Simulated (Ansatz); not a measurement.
# AlBiSe3 (model cell, started as cubic perovskite with Al in the octahedra): a soft mode frozen in

Aim: this structure of AlBiSe3 (model cell, started as cubic perovskite with Al in the octahedra) is to be tested for unstable modes, and one is followed downhill.

Program: Ansatz 0.2.0. Level of theory: DFT PBEsol, scalar-relativistic, plane waves, PAW. Results are calculated unless marked as measured.

Most raw output is cut from this account.

The structure was built from a prototype and need not be the compound's stable phase.

## 1. Set-up

Symmetry: Pm-3m, No. 221, cubic system. The conventional cell has a = 4.853 Å, b = 4.853 Å, c = 4.853 Å, α = 90.00°, β = 90.00°, γ = 90.00°. Bi has 12 Se at 3.43 Å nearest. Al has 6 Se at 2.43 Å nearest. Nearest to Se lie 2 Al at 2.43 Å and 4 Bi at 3.43 Å. Farther neighbours and most contacts between anions are not listed.

## 2. The dispersion

The cell comes from relaxations at this level that are not shown. Stability and thermal properties need the whole zone. Linear response on a 2×2×2 q mesh gives force constants as far as a supercell of that size would.

The input, input.yaml:

```yaml
crystal:
  lattice:
    - [4.8529979444, 0.0, 0.0]
    - [0.0, 4.8529979444, 0.0]
    - [0.0, 0.0, 4.8529979444]
  atoms:
    - { symbol: Bi, position: [0.0, 0.0, 0.0] }
    - { symbol: Al, position: [0.5, 0.5, 0.5] }
    - { symbol: Se, position: [0.5, 0.5, 0.0] }
    - { symbol: Se, position: [0.5, 0.0, 0.5] }
    - { symbol: Se, position: [0.0, 0.5, 0.5] }
kpoints:
  mp_grid: { grid: [6, 6, 6] }
hamiltonian:
  xc: pbesol
scf:
  occupations: { method: methfessel_paxton, width: 0.15 }
output:
  eigenvalues: true
phonons:
  method: dfpt
  qmesh: [2, 2, 2]
  temperatures: { t_max: 1000, t_step: 50 }
  qpath:
    path:
      - [[0.0, 0.0, 0.0], [0.0, 0.5, 0.0], [0.5, 0.5, 0.0], [0.0, 0.0, 0.0], [0.5, 0.5, 0.5], [0.0, 0.5, 0.0]]
      - [[0.5, 0.5, 0.5], [0.5, 0.5, 0.0]]
    npoints: 10
```

Started as:

```console
ansatz run input.yaml --threads 8 --pin off --max-ram 14336MiB --backend cpu --events-out ev --progress --plain --runs-dir out
```

The job ended after 1.7 min (8 threads of Intel Xeon 6975P-C (Granite Rapids), shared host; peak memory 1.4 GiB).

Numbers from this step:

```
volume per atom                                         : 22.86 Å³
gap on the k-mesh                                       : 0 eV
sum-rule residual before enforcement                    : 1.15e-4 eV/Å²
lowest frequency on the path                            : -156.9 cm⁻¹
point group                                             : m-3m
highest frequency on the path or at a solved wavevector : 341.0 cm⁻¹
highest optical mode at the zone centre (no LO-TO term) : 339.9 cm⁻¹
lowest optical zone-centre mode                         : -114.2 cm⁻¹
lowest mode on the q mesh (acoustic modes at Γ apart)   : -156.9 cm⁻¹
```

Frequencies (cm⁻¹) solved at each irreducible wavevector; negative means imaginary. Frequencies by wavevector, by row:

| q in reciprocal lattice units | star | mode 1 | mode 2 | mode 3 | mode 4 | mode 13 | mode 14 | mode 15 |
| --- | --- | --- | --- | --- | --- | --- | --- | --- |
| 0 0 0 | 1 | -114.2 | -114.2 | -114.2 | -110.2 | 339.9 | 339.9 | 339.9 |
| 0 0 -0.5 | 3 | -143.8 | -102 | -102 | -101.5 | 303.4 | 339 | 339 |
| 0 -0.5 -0.5 | 3 | -156.9 | -122.6 | -122.6 | -77.9 | 308.7 | 308.7 | 341 |
| -0.5 -0.5 -0.5 | 1 | -148 | -148 | -148 | -90.8 | 319.8 | 319.8 | 319.8 |

Interpolated from a 2×2×2 q mesh. The phonon branches at the labelled points (cm⁻¹):

| point | branch 1 | branch 2 | branch 3 | branch 4 | branch 12 | branch 13 | branch 14 | branch 15 |
| --- | --- | --- | --- | --- | --- | --- | --- | --- |
| Γ | -114 | -114 | -114 | -110 | 49 | 340 | 340 | 340 |
| halfway | -130 | -108 | -108 | -106 | 150 | 328 | 339 | 339 |
| X | -144 | -102 | -102 | -102 | 223 | 303 | 339 | 339 |
| halfway | -149 | -117 | -114 | -92 | 224 | 306 | 329 | 340 |
| M | -157 | -123 | -123 | -78 | 244 | 309 | 309 | 341 |
| halfway | -138 | -114 | -113 | -100 | 164 | 326 | 331 | 340 |
| Γ | -114 | -114 | -114 | -110 | 49 | 340 | 340 | 340 |
| halfway | -138 | -123 | -123 | -98 | 179 | 327 | 327 | 334 |
| R | -148 | -148 | -148 | -91 | 261 | 320 | 320 | 320 |
| halfway | -147 | -130 | -123 | -95 | 227 | 310 | 328 | 334 |
| X | -144 | -102 | -102 | -102 | 223 | 303 | 339 | 339 |
| jump to R | -148 | -148 | -148 | -91 | 261 | 320 | 320 | 320 |
| halfway | -152 | -134 | -134 | -92 | 246 | 314 | 314 | 333 |
| M | -157 | -123 | -123 | -78 | 244 | 309 | 309 | 341 |

Symmetry leaves 4 wavevectors to solve. The lowest mode among them, the acoustic zeros apart, lies at q = (0, -0.5, -0.5) and is imaginary, 156.9i cm⁻¹, so the energy falls along it.

## 3. The mode frozen in, largest atomic shift 0 Å

The mode followed lies at q = (0, 0, -0.5) with frequency 143.8i cm⁻¹, one of the unstable modes though not the softest. At small amplitude the distorted cell has space group no. 131 by a symmetry search on the positions. The undistorted cell that holds it gives the zero of energy on the same k mesh.

System of this step: AlBiSe3 (model cell, started as cubic perovskite with Al in the octahedra). It takes space group Pm-3m (No. 221, cubic). The conventional cell has a = 4.853 Å, b = 4.853 Å, c = 4.853 Å, α = 90.00°, β = 90.00°, γ = 90.00°. Nearest to Bi lie 12 Se at 3.43 Å. Al has 6 Se at 2.43 Å nearest. Nearest to Se lie 2 Al at 2.43 Å and 4 Bi at 3.43 Å. Se has 2 Al at 2.43 Å and 4 Bi at 3.43 Å nearest. Farther neighbours and most contacts between anions are not listed.

The input, input.yaml:

```yaml
crystal:
  lattice:
    - [4.8529979444, 0.0, 0.0]
    - [0.0, 4.8529979444, 0.0]
    - [0.0, 0.0, 9.7059958888]
  atoms:
    - { symbol: Bi, position: [0.0, 0.0, 0.0] }
    - { symbol: Bi, position: [0.0, 0.0, 0.5] }
    - { symbol: Al, position: [0.5, 0.5, 0.25] }
    - { symbol: Al, position: [0.5, 0.5, 0.75] }
    - { symbol: Se, position: [0.5, 0.5, 0.5] }
    - { symbol: Se, position: [0.5, 0.5, 0.0] }
    - { symbol: Se, position: [0.5, 0.0, 0.25] }
    - { symbol: Se, position: [0.5, 0.0, 0.75] }
    - { symbol: Se, position: [0.0, 0.5, 0.25] }
    - { symbol: Se, position: [0.0, 0.5, 0.75] }
kpoints:
  mp_grid: { grid: [6, 6, 4] }
hamiltonian:
  xc: pbesol
scf:
  occupations: { method: methfessel_paxton, width: 0.15 }
output:
  forces: true
  stress: true
  eigenvalues: true
```

Wall time 2.9 s (8 threads); peak memory 1.3 GiB.

Numbers from this step:

```yaml
pressure: -0.03094 GPa
energy_from_the_undistorted_cell: 0 meV/atom
```

The run ends at a pressure of -0.03 GPa.

## 4. The mode frozen in, largest atomic shift 0.45 Å

The atoms are moved along the unstable eigenvector, the largest shift by 0.45 Å, with the cell fixed.

input.yaml, the sections that differ from step 3:

```yaml
crystal:
  lattice:
    - [4.8529979444, 0.0, 0.0]
    - [0.0, 4.8529979444, 0.0]
    - [0.0, 0.0, 9.7059958888]
  atoms:
    - { symbol: Bi, position: [0.0, 0.0, 0.0] }
    - { symbol: Bi, position: [0.0, 0.0, 0.5] }
    - { symbol: Al, position: [0.5, 0.5, 0.25] }
    - { symbol: Al, position: [0.5, 0.5, 0.75] }
    - { symbol: Se, position: [0.5, 0.5, 0.5] }
    - { symbol: Se, position: [0.5, 0.5, 0.0] }
    - { symbol: Se, position: [0.5, 0.0, 0.296363094] }
    - { symbol: Se, position: [0.5, 0.0, 0.703636906] }
    - { symbol: Se, position: [0.0, 0.5, 0.203636906] }
    - { symbol: Se, position: [0.0, 0.5, 0.796363094] }
# kpoints, hamiltonian, scf, output: as in step 3
```

Run time: 2.7 s. Hardware: 8 threads; peak memory 1.3 GiB; 17 s of CPU time.

Numbers from this step:

```yaml
pressure: 1.215 GPa
energy_from_the_undistorted_cell: -79.3 meV/atom
```

The energy, extrapolated to zero smearing, is -79.30 meV/atom against the undistorted cell.

The run ends at a pressure of 1.21 GPa, with forces up to 0.19 eV/Å.

## 5. Energy along the mode, all amplitudes (two of the runs are shown above)

An imaginary frequency means negative curvature, so the energy should fall and then rise again as anharmonic terms take over.

This step gave:

| Quantity | Value |
| --- | --- |
| depth at the lowest point sampled | 79.3 meV/atom |
| largest atomic shift at that point | 0.45 Å |

Energy from the parent against largest atomic shift:

| largest atomic shift (Å) | energy from the parent (meV/atom) |
| --- | --- |
| 0.000 | 0 |
| 0.040 | -2.06 |
| 0.080 | -7.08 |
| 0.140 | -17.7 |
| 0.220 | -36.4 |
| 0.320 | -59.8 |
| 0.450 | -79.3 |
| 0.600 | -69.6 |

Displacement at unit largest shift by atom:

| atom | x (Å) | y (Å) | z (Å) | size |
| --- | --- | --- | --- | --- |
| Bi1 | 0.00 | 0.00 | 0.00 | 0.00 |
| Bi2 | 0.00 | 0.00 | 0.00 | 0.00 |
| Al3 | 0.00 | 0.00 | 0.00 | 0.00 |
| Al4 | 0.00 | 0.00 | 0.00 | 0.00 |
| Se5 | 0.00 | 0.00 | 0.00 | 0.00 |
| Se6 | 0.00 | 0.00 | 0.00 | 0.00 |
| Se7 | 0.00 | 0.00 | 1.00 | 1.00 |
| Se8 | 0.00 | 0.00 | -1.00 | 1.00 |
| Se9 | 0.00 | 0.00 | -1.00 | 1.00 |
| Se10 | 0.00 | 0.00 | 1.00 | 1.00 |

The lowest of the steps tried is at 0.45 Å, 79.3 meV/atom below the parent; the bottom of the well need not coincide with a step.

## 6. Relaxation from the frozen mode

Starting from the lowest point found, all atoms and the cell are let go, so that strain and other modes of the same symmetry can join in.

input.yaml, as its differences from that of step 4:

```diff
@@ -26 +26,6 @@
   eigenvalues: true
+relax:
+  adjacent_minimum: "off"
+  f_tol: 0.002
+  max_steps: 120
+  cell: { stress_tol: 0.03 }
```

The job ended after 20 s (8 threads; peak memory 1.4 GiB; 2.4 min of CPU time).

Step by step:

| step | energy less that of the first step (eV) | largest force component (eV/Å) | pressure (GPa) | volume (Å³) |
| --- | --- | --- | --- | --- |
| 1 | 0.0000 | 0.1857 | 1.21 | 228.59 |
| 2 | -0.1256 | 0.0418 | 0.64 | 231.74 |
| 3 | -0.1906 | 0.0871 | 0.02 | 235.23 |
| 4 | -0.1895 | 0.1164 | 0.41 | 235.22 |
| 5 | -0.1953 | 0.0060 | -0.03 | 236.05 |
| 6 | -0.1954 | 0.0022 | 0.02 | 236.00 |
| 7 | -0.1954 | 0.0005 | 0.00 | 236.09 |
| 8* | -0.1969 | 0.0004 | 0.00 | 236.09 |

Relaxation steps marked * repeat the geometry before them on a plane-wave basis chosen anew for their cell, so energy and pressure can jump there. Relaxation step 4 was tried and not accepted.

The run keeps the 16 symmetry operations that it works with, so distortions that break them were not tested.

| conventional cell, symmetrised | before | after | change |
| --- | --- | --- | --- |
| a (Å) | 4.853 | 4.782 | -1.5 % |
| b (Å) | 4.853 | 4.782 | -1.5 % |
| c (Å) | 9.706 | 10.325 | +6.4 % |
| volume (Å³/atom) | 22.86 | 23.61 | +3.3 % |

The atoms that moved most (Å, as changes of fractional coordinates times the final cell):

| atom | dx | dy | dz | length |
| --- | --- | --- | --- | --- |
| Se8 | 0.000 | 0.000 | -0.126 | 0.126 |
| Se7 | 0.000 | 0.000 | 0.126 | 0.126 |
| Se10 | 0.000 | 0.000 | 0.126 | 0.126 |
| Se9 | 0.000 | 0.000 | -0.126 | 0.126 |

Numbers from this step:

```
pressure        : -7.97e-4 GPa
volume per atom : 23.61 Å³
```

The distorted start has space group P4_2/mmc; the relaxation ends in P4_2/mmc.

## 7. Modes of the new phase, k-mesh 6×6×4

A relaxed structure may still be a saddle point, so its zone-centre modes are computed. No field response is asked, since the mesh shows no gap.

The input, input.yaml:

```yaml
crystal:
  lattice:
    - [4.7817625978, 0.0, 0.0]
    - [0.0, 4.7817625978, 0.0]
    - [0.0, 0.0, 10.325244353]
  atoms:
    - { symbol: Bi, position: [0.0, 0.0, 0.0] }
    - { symbol: Bi, position: [0.0, 0.0, 0.5] }
    - { symbol: Al, position: [0.5, 0.5, 0.25] }
    - { symbol: Al, position: [0.5, 0.5, 0.75] }
    - { symbol: Se, position: [0.5, 0.5, 0.5] }
    - { symbol: Se, position: [0.5, 0.5, 0.0] }
    - { symbol: Se, position: [0.5, 0.0, 0.3085691591] }
    - { symbol: Se, position: [0.5, 0.0, 0.6914308409] }
    - { symbol: Se, position: [0.0, 0.5, 0.1914308409] }
    - { symbol: Se, position: [0.0, 0.5, 0.8085691591] }
kpoints:
  mp_grid: { grid: [6, 6, 4] }
hamiltonian:
  xc: pbesol
scf:
  occupations: { method: methfessel_paxton, width: 0.15 }
output:
  eigenvalues: true
phonons:
  method: dfpt
```

The job ended after 91 s (8 threads; peak memory 3.5 GiB).

Numbers from this step:

```
sum-rule residual before enforcement                    : 2.44e-4 eV/Å²
point group                                             : 4/mmm
highest optical mode at the zone centre (no LO-TO term) : 329.5 cm⁻¹
lowest optical zone-centre mode                         : -93.26 cm⁻¹
```

Patterns of degenerate modes are one choice out of their space. Modes at Γ, with each element's share of the kinetic energy (negative means imaginary):

| mode | frequency (cm⁻¹) | symmetry | Bi % | Al % | Se % |
| --- | --- | --- | --- | --- | --- |
| 1 | -93.3 | Eu | 27 | 0 | 73 |
| 2 | -93.3 | Eu | 27 | 0 | 73 |
| 3 | -46.2 | Eu | 53 | 5 | 42 |
| 4 | -46.2 | Eu | 53 | 5 | 42 |
| 5 | -29.2 | Eu | 73 | 1 | 26 |
| 6 | -29.2 | Eu | 73 | 1 | 26 |
| 7 | 0.0 | acoustic | 44 | 6 | 50 |
| 8 | 0.0 | acoustic | 44 | 6 | 50 |
| 9 | 0.0 | acoustic | 44 | 6 | 50 |
| 10 | 43.2 | B2u | 82 | 0 | 18 |
| 11 | 52.7 | A2u | 56 | 3 | 41 |
| 12 | 76.5 | Eu | 2 | 4 | 94 |
| 13 | 76.5 | Eu | 2 | 4 | 94 |
| 14 | 80.2 | Eg | 0 | 16 | 84 |
| 15 | 80.2 | Eg | 0 | 16 | 84 |
| 16 | 111.9 | Eg | 0 | 17 | 83 |
| 17 | 111.9 | Eg | 0 | 17 | 83 |
| 18 | 113.8 | B1g | 0 | 2 | 98 |
| 19 | 128.7 | B2u | 18 | 0 | 82 |
| 20 | 129.2 | A1g | 0 | 0 | 100 |
| 21 | 130.7 | Eu | 1 | 21 | 78 |
| 22 | 130.7 | Eu | 1 | 21 | 78 |
| 23 | 136.8 | A2u | 0 | 39 | 61 |
| 24 | 178.7 | B2u | 0 | 0 | 100 |
| 25 | 211.3 | A2u | 0 | 52 | 48 |
| 26 | 256.8 | B1g | 0 | 98 | 2 |
| 27 | 323.6 | Eg | 0 | 67 | 33 |
| 28 | 323.6 | Eg | 0 | 67 | 33 |
| 29 | 329.5 | Eu | 0 | 63 | 37 |
| 30 | 329.5 | Eu | 0 | 63 | 37 |

Displacements in mode 1 (-93.3 cm⁻¹), the largest set to 1:
```
Bi1  0.00 -0.38  0.00
Bi2  0.00  0.00  0.00
Al3  0.00  0.03  0.00
Al4  0.00  0.03  0.00
Se5  0.00  0.03  0.00
Se6  0.00  1.00  0.00
Se7  0.00  0.04  0.00
Se8  0.00  0.04  0.00
Se9  0.00 -0.06  0.00
Se10 0.00 -0.06  0.00
```

Displacements in mode 29 (329.5 cm⁻¹), the largest set to 1:
```
Bi1  0.00 -0.01  0.00
Bi2  0.00  0.00  0.00
Al3  0.00  1.00  0.00
Al4  0.00  1.00  0.00
Se5  0.00  0.12  0.00
Se6  0.00  0.01  0.00
Se7  0.00 -0.44  0.00
Se8  0.00 -0.44  0.00
Se9  0.00  0.04  0.00
Se10 0.00  0.04  0.00
```

Before it was imposed, the acoustic sum rule was missed by 2.4e-4 eV/Å². Small misses are needed for a sound result but don't prove that mesh and cutoff are converged. The lowest optical mode is imaginary, 93.3i cm⁻¹, so the energy falls along it.

## 8. The phases reached

The phases reached along the modes that were followed are set side by side.

Energies are those of the first relaxation, on the mesh of the frozen mode; space group, volume and gap are those of the last relaxation. Phases, by row:

| mode frozen in | space group | energy from parent (meV/atom) | volume (Å³/atom) | gap on mesh (eV) | lowest zone-centre optical mode (cm⁻¹) | largest shift (Å) |
| --- | --- | --- | --- | --- | --- | --- |
| parent | Pm-3m | 0 | 22.86 | 0 | – | – |
| q = (0, -0.5, -0.5), 157i cm⁻¹ | P4/mbm | -224.4 | 22.8 | 0 | -87.3 | 0.735 |
| q = (-0.5, -0.5, -0.5), 148i cm⁻¹ | I4/mcm | -219.2 | 22.89 | 0 | -96.1 | 0.743 |
| q = (-0.5, -0.5, -0.5), 148i cm⁻¹ | R-3c | -257 | 23.06 | 0 | -97.8 | 0.655 |
| q = (-0.5, -0.5, -0.5), 148i cm⁻¹ | Imma | -293.3 | 23.6 | 0 | -77.1 | 0.758 |
| q = (0, 0, -0.5), 144i cm⁻¹ | P4_2/mmc | -99.16 | 23.61 | 0 | -93.3 | 0.605 |

## 9. Outcome

| Quantity | Value |
| --- | --- |
| unstable mode of the parent | q = (0, 0, -0.5), 144i cm⁻¹ |
| depth at the lowest point sampled | 79.3 meV/atom |
| largest atomic shift at that point | 0.45 Å |
| space group reached (within 0.01 Å) | P4_2/mmc |
| energy gained over the parent (first relaxation, on the mesh of the frozen mode) | 99.2 meV/atom |
| volume per atom, phase reached | 23.6 Å³ |
| lowest optical zone-centre mode, phase reached | -93.3 cm⁻¹ |
| highest optical mode at the zone centre (no LO-TO term), phase reached | 330 cm⁻¹ |

What this shows: Along this mode the structure falls into P4_2/mmc, 99.2 meV/atom below the parent. At the parent's cell the well is 79.3 meV/atom deep on the steps tried, with its lowest point at a shift of 0.45 Å. Relaxing atoms and cell changes the gain by +19.86 meV/atom against the lowest step (energies at zero smearing). The new phase still has an imaginary mode at the zone centre of its cell, so it is a saddle point on the way to a lower structure. Of the 5 patterns followed to their end from this parent, this one ends 194 meV/atom above the lowest, Imma. Each path keeps the symmetry of its pattern, so a lower phase may lie along a pattern not tried. With no gap, or one that is small against the smearing, the frequencies hang on the k mesh and the smearing, most of all near Kohn anomalies. Spin-orbit coupling is left out, which can matter for the heavy elements here. A phonon run warned that its eigensolver left some bands unconverged in a pass. The starting cell was built on a prototype and not taken from a measurement, so the phase need not exist.

[Logs are printed without paths, hosts, clocks, repeated set-up lines and the standing remarks that a program may print on its own settings, such as how far it seeks lower states.]

[Hosts, paths, dates, database ids (printed as entryN), source tags and the programs' standing remarks are cut or masked in the printed files.]
